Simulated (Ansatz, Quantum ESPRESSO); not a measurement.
# Predicting the next point of a tunnelling series: vacuum gaps between two Pb(111) faces

Method. Quantum ESPRESSO 7.5 (pw.x, pwcond.x), LDA, GBRV ultrasoft; geometry as built. T is the transmission per spin at the Fermi level, averaged over the mesh across the current, in a cell of 10.96 Å². The series steps the width of the vacuum gap.

| width (Å) | T |
| --- | --- |
| 5 | 0.19 |
| 6 | 0.0436 |
| 7 | 0.00601 |
| 8 | 0.000807 |

**Question.** What is T at 9 Å?

**Worked estimate.** In the tunnelling regime ln T falls linearly. The last two rows give a slope of ln(0.00601/0.000807)/(8 − 7) = 2.008 per Å, so T(9) ≈ 0.000807 × exp(−2.008 × 1) = 0.000108.

What the calculation gave: T = 0.000103; the estimate is 1.06 times that. The slope over the last interval is 2.063: the same within 8 %. Points of the mesh with over 2.5 times the mean carry 77 % of this T, so the value leans on the mesh. A second code, Ansatz 0.2.0, gives 0.000106.

Caveats: Short leads, unrelaxed atoms, a barrier without the image potential and an untested mesh.
